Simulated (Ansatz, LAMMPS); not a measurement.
**A frame of liquid ethylene carbonate from 313 K (180 atoms): geometry optimisation**

Wanted: the relaxed structure of a frame of liquid ethylene carbonate from 313 K (180 atoms) and its electronic structure.

Program: Ansatz 0.2.0. Level of theory: Kohn-Sham DFT, PBE+D4, PAW (set soft_2), plane waves. Results are calculated unless marked as measured.

## 1. The starting structure

The cell holds 180 atoms: 54 O, 54 C and 72 H. Cell: a = 12.584 Å, b = 12.584 Å, c = 12.584 Å, α = 90.0°, β = 90.0°, γ = 90.0°. 18 ethylene carbonate placed at random, at 1.32 g/cm³; overlaps pushed apart, then 10 ps at 413 K with MMFF94 bonds, angles, torsions, charges and radii (Halgren, J. Comput. Chem. 17, 490 (1996)) in harmonic and 12-6 forms. Snapshot after 20 ps at 313 K and fixed volume. The starting density is a measured one.

Before any run, some limits are plain. The network of contacts between molecules at the start is that of the classical potential that made the cell. Sampling is at Γ alone, for a cell whose shortest periodic width is 13 Å.

## 2. Single point at the start

The forces at the start show how far the geometry lies from a minimum of this functional.

File input.yaml:

```yaml
crystal:
  lattice:
    - [12.58353, 0.0, 0.0]
    - [0.0, 12.58353, 0.0]
    - [0.0, 0.0, 12.58353]
  atoms:
    - { symbol: O, position: [0.44204, 0.61432, 0.75984] }
    - { symbol: C, position: [0.41556, 0.63417, 0.85116] }
    - { symbol: O, position: [0.48783, 0.63819, 0.93143] }
    - { symbol: C, position: [0.4368, 0.68782, 0.01665] }
    [... 170 atom lines left out ...]
    - { symbol: C, position: [0.15439, 0.67313, 0.46399] }
    - { symbol: O, position: [0.17308, 0.60096, 0.38131] }
    - { symbol: H, position: [0.11062, 0.79947, 0.37728] }
    - { symbol: H, position: [0.20063, 0.83419, 0.47455] }
    - { symbol: H, position: [0.06816, 0.66656, 0.48935] }
    - { symbol: H, position: [0.20996, 0.65004, 0.52486] }
kpoints:
  mp_grid: { grid: [1, 1, 1] }
hamiltonian:
  xc: pbe
  dispersion: d4
scf:
  occupations: { method: fermi_dirac, width: 0.05 }
output:
  forces: true
  stress: true
  populations: true
  dos:
    method: { smearing: { sigma: 0.1 } }
    de: 0.1
    projected: { site_lists: { C: [C], H: [H], O: [O] } }
  eigenvalues: true
```

Started as:

```
ansatz run input.yaml --threads 4 --pin off --max-ram 8192MiB --backend cpu --events-out ev --progress --plain --runs-dir out
```

It took 26 s on 4 threads of Intel Xeon Platinum 8488C (Sapphire Rapids), shared host; peak memory 2.9 GiB.

Numbers from this run:

```yaml
free_energy: -45309.5259 eV
free_energy_per_atom: -251.7196 eV/atom
scf_cycles: 11
pressure: 2.786 GPa
r_m_s_force_component: 1.128 eV/Å
longest_force: 5.24 eV/Å
fermi_energy: 1.838 eV
spacing_of_highest_filled_and_lowest_empty_level: 5.101 eV
spilling_of_the_projection: 0.01348
```

The r.m.s. force component of 1.1 eV/Å and the pressure of 2.8 GPa set the starting point.

Length of the force by element:

```
element  coordination  atoms  mean length of the force (eV/Å)  spread  least  most
      C           all     54                             2.33   0.923  0.251  5.24
      H           all     72                             1.19   0.669  0.134  4.38
      O           all     54                             1.80   0.836  0.277  4.04
```

## 3. Relaxation

The atoms are relaxed in the fixed cell, aiming at the force tolerance of the input.

input.yaml, the sections that differ from step 2:

```yaml
output:
  forces: true
relax:
  f_tol: 0.03
  max_steps: 200
# crystal, kpoints, hamiltonian, scf: as in step 2
```

Wall time 17 min (4 threads); peak memory 2.9 GiB; 63 min of CPU time.

Step by step (22 of 83):

```
step  energy less that of the first step (eV)  largest force component (eV/Å)
   1                                   0.0000                          4.3843
   5                                  -9.4313                          0.2660
   9                                  -9.9354                          0.2375
  13                                 -10.1168                          0.3985
  17                                 -10.2355                          0.4458
  21                                 -10.3273                          0.3167
  24                                 -10.3729                          0.1975
  28                                 -10.4250                          0.3394
  32                                 -10.4693                          0.1108
  36                                 -10.4930                          0.1704
  40                                 -10.5133                          0.1425
  44                                 -10.5495                          0.3311
  48                                 -10.5649                          0.5114
  52                                 -10.5783                          0.0757
  56                                 -10.5861                          0.1012
  60                                 -10.5957                          0.0893
  63                                 -10.6001                          0.0491
  67                                 -10.6027                          0.0378
  71                                 -10.6061                          0.0541
  75                                 -10.6118                          0.1623
  79                                 -10.6215                          0.1008
  83                                 -10.6242                          0.0205
```

Relaxation steps 48, 53 were tried and not accepted.

The atoms that moved most (Å):

```
atom      dx      dy      dz  length
 H97  -1.724  -1.745   1.117   2.695
 H90  -2.031  -1.465   0.783   2.624
  O1  -2.574   0.373  -0.148   2.606
 H88  -0.224  -2.356  -0.165   2.372
 H98  -0.052  -1.552   1.703   2.304
 H57  -1.058   1.439   1.392   2.265
O141  -0.364   0.144  -2.185   2.219
 O91  -1.322   0.959  -1.434   2.174
```

The relaxation changed the energy by -59.0 meV/atom, and atoms moved by 1.0 Å r.m.s., 2.7 Å at most.

## 4. Local order after relaxation

Density 1.32 g/cm³, 11.07 Å³ an atom.

g(r), total and by pair (bins of 0.2 Å):

```
r (Å)  total   H-H    H-C   H-O   C-C   C-O   O-O
 1.00   3.05  0.00  12.70  0.00  0.00  0.00  0.00
 1.20   0.58  0.00   0.00  0.00  0.00  3.26  0.00
 1.40   1.76  0.00   0.00  0.00  0.00  9.78  0.00
 1.60   0.38  0.00   0.00  0.00  4.21  0.00  0.00
 1.80   0.55  3.43   0.00  0.00  0.00  0.00  0.00
 2.00   0.82  0.00   0.00  3.41  0.00  0.00  0.00
 2.20   1.59  0.00   3.01  0.04  3.78  0.00  5.75
 2.40   0.76  1.98   0.00  0.49  0.00  1.80  0.00
 2.60   0.41  0.81   0.00  1.17  0.00  0.00  0.00
 2.80   0.77  1.22   0.78  1.61  0.00  0.00  0.00
 3.00   0.79  1.26   1.01  1.29  0.00  0.15  0.06
 3.20   0.94  0.53   1.34  1.41  0.00  0.70  0.74
 3.40   1.07  0.58   1.06  0.81  0.19  2.29  1.05
 3.60   0.88  0.75   0.98  0.59  0.46  1.11  1.51
 3.80   0.90  0.87   0.80  0.90  1.06  0.99  0.87
 4.00   1.02  0.76   0.94  1.27  1.57  0.96  0.51
 4.20   1.08  0.82   0.88  1.64  1.21  0.86  0.84
 4.40   0.96  0.86   1.03  0.94  1.16  0.91  0.95
 4.60   1.00  0.87   0.98  1.06  1.34  0.80  1.24
 4.80   1.10  1.10   1.21  0.92  1.23  1.08  1.23
 5.00   1.01  1.08   1.06  0.90  0.93  1.23  0.74
 5.20   1.14  1.18   1.08  1.05  1.41  1.14  1.21
 5.40   1.08  1.09   1.04  1.01  1.34  1.21  0.84
 5.60   1.05  1.05   1.05  0.96  1.21  1.06  1.08
 5.80   1.01  0.96   1.05  0.92  1.02  1.12  0.99
 6.00   1.04  1.19   1.01  0.88  1.46  0.95  1.11
 6.20   1.00  0.98   1.02  1.13  0.73  0.89  1.17
```

## 5. Single point at the relaxed geometry

The electronic structure is read at the final geometry, in a run of its own.

File input.yaml:

```yaml
crystal:
  lattice:
    - [12.58353, 0.0, 0.0]
    - [0.0, 12.58353, 0.0]
    - [0.0, 0.0, 12.58353]
  atoms:
    - { symbol: O, position: [0.23745, 0.644, 0.74804] }
    - { symbol: C, position: [0.27634, 0.63694, 0.83575] }
    - { symbol: O, position: [0.37523, 0.59992, 0.85474] }
    - { symbol: C, position: [0.39866, 0.60641, 0.96743] }
    [... 170 atom lines left out ...]
    - { symbol: C, position: [0.17118, 0.67329, 0.47062] }
    - { symbol: O, position: [0.20397, 0.59084, 0.39643] }
    - { symbol: H, position: [0.14148, 0.80458, 0.36088] }
    - { symbol: H, position: [0.23517, 0.83696, 0.46515] }
    - { symbol: H, position: [0.08523, 0.66712, 0.48237] }
    - { symbol: H, position: [0.21335, 0.66053, 0.54592] }
kpoints:
  mp_grid: { grid: [1, 1, 1] }
hamiltonian:
  xc: pbe
  dispersion: d4
scf:
  occupations: { method: fermi_dirac, width: 0.05 }
output:
  forces: true
  stress: true
  populations: true
  dos:
    method: { smearing: { sigma: 0.15 } }
    de: 0.1
    projected: { site_lists: { C: [C], H: [H], O: [O] } }
  eigenvalues: true
  write_density: true
  write_potential: true
  volumetric_format: npy
```

It took 26 s on 4 threads; peak memory 2.9 GiB.

The program notes that the exchange-correlation potential is rough where the density is thin.

Read from the output:

```yaml
free_energy: -45320.1500 eV
free_energy_per_atom: -251.7786 eV/atom
scf_cycles: 10
pressure: -0.3142 GPa
r_m_s_force_component: 0.00354 eV/Å
longest_force: 0.02438 eV/Å
fermi_energy: 1.85 eV
spacing_of_highest_filled_and_lowest_empty_level: 5.918 eV
spilling_of_the_projection: 0.01345
```

Löwdin charges by element (they lack the spilled electrons, 0.046 e an atom on average):

```
element  coordination  atoms  mean charge (e)  spread    least    most
      C           all     54            0.193   0.368  -0.0779   0.719
      H           all     72            0.215  0.0106    0.195   0.239
      O           all     54           -0.327  0.0645   -0.435  -0.268
```

States in the cell by windows of 1 eV, zero at the Fermi level; the larger projections on atomic orbitals stand beside the total:

```
from (eV)  to (eV)  total   O p   C p   H s   C s  O s
      -18      -16    0.0   0.0   0.0   0.0   0.0  0.0
      -16      -15   36.0   6.2   2.6   6.1  18.7  2.0
      -15      -14    0.0   0.0   0.0   0.0   0.0  0.0
      -14      -13   10.1   3.7   2.3   1.4   2.5  0.1
      -13      -12   25.9   9.4   5.9   3.6   6.4  0.1
      -12      -11   31.7  13.4   8.9   0.4   3.1  5.4
      -11      -10    4.4   1.8   1.2   0.1   0.4  0.8
      -10       -9   42.9  14.4  20.1   5.5   0.6  1.2
       -9       -8   65.0  22.4  22.4  11.0   3.7  4.4
       -8       -7   36.5  18.5  10.5   3.5   0.2  3.1
       -7       -6   71.6  28.8  28.5  10.4   0.2  2.7
       -6       -5   68.0  39.0  20.1   4.0   0.8  3.3
       -5       -4    6.8   4.2   1.7   0.5   0.1  0.2
       -4       -3  102.8  83.3   8.7   9.0   0.1  0.6
       -3       -2    2.5   2.0   0.2   0.2   0.0  0.0
       -2        2    0.0   0.0   0.0   0.0   0.0  0.0
        2        3    4.5   1.1   1.9   0.6   0.2  0.2
        3        4   58.1  15.8  25.8   4.5   2.6  2.1
        4        5   30.5   3.0   8.5   6.6   3.0  1.3
```

Between -26 and -18 eV lie 108 more states.

The levels nearest the highest filled one (over half full), pooled over k-points and spins:

```
level less the highest filled one (eV)  occupation
                                -0.166           2
                                -0.138           2
                                -0.104           2
                               -0.0713           2
                               -0.0335           2
                                     0           2
                                  5.92           0
                                  6.03           0
                                  6.05           0
                                  6.13           0
                                  6.13           0
                                  6.16           0
```

Mean Löwdin charges: C +0.19, H +0.22, O -0.33 e (they miss 1.3 % of the electrons, so they add up to more than the cell's charge). The largest share in the top eV of filled states is O p (82 % of the projected weight), and in the lowest eV of empty states C p (51 % of the projected weight).

## 6. Outcome

- energy change in the relaxation: -59.02 meV/atom
- r.m.s. displacement: 1.043 Å
- largest displacement: 2.695 Å
- free energy per atom: -251.7786 eV/atom
- pressure: -0.3142 GPa
- r.m.s. force component: 0.00354 eV/Å
- gap (highest filled to lowest empty level): 5.918 eV
- wall time of the 3 DFT runs: 18 min

What this shows: Relaxation lowers the energy by 59.0 meV/atom and moves atoms by 1.0 Å r.m.s.; the r.m.s. force component goes from 1.1 to 0.0035 eV/Å, the pressure goes from 2.8 to -0.31 GPa, and the gap from 5.10 to 5.92 eV. First to last step the energy falls by 10.624 eV; the largest move, 2.69 Å, is that of H97. Between filled and empty levels lie 5.92 eV (at Γ alone); a semilocal functional tends to put such gaps too low. In a disordered cell it changes from sample to sample and from frame to frame.

Caveats: The network of contacts between molecules at the start is that of the classical potential that made the cell; in DFT atoms moved by 1.0 Å r.m.s.

[Logs are printed without paths, hosts, clocks, repeated set-up lines and the standing remarks that a program may print on its own settings, such as how far it seeks lower states.]

[Hosts, paths, dates, database ids (printed as entryN), source tags and the programs' standing remarks are cut or masked in the printed files.]

[The MMFF94 radii named for the starting cell were scaled by 0.96; in molecules described by MMFF94, hydrogen bound to N, O or S took a small fixed 12-6 site in their place.]
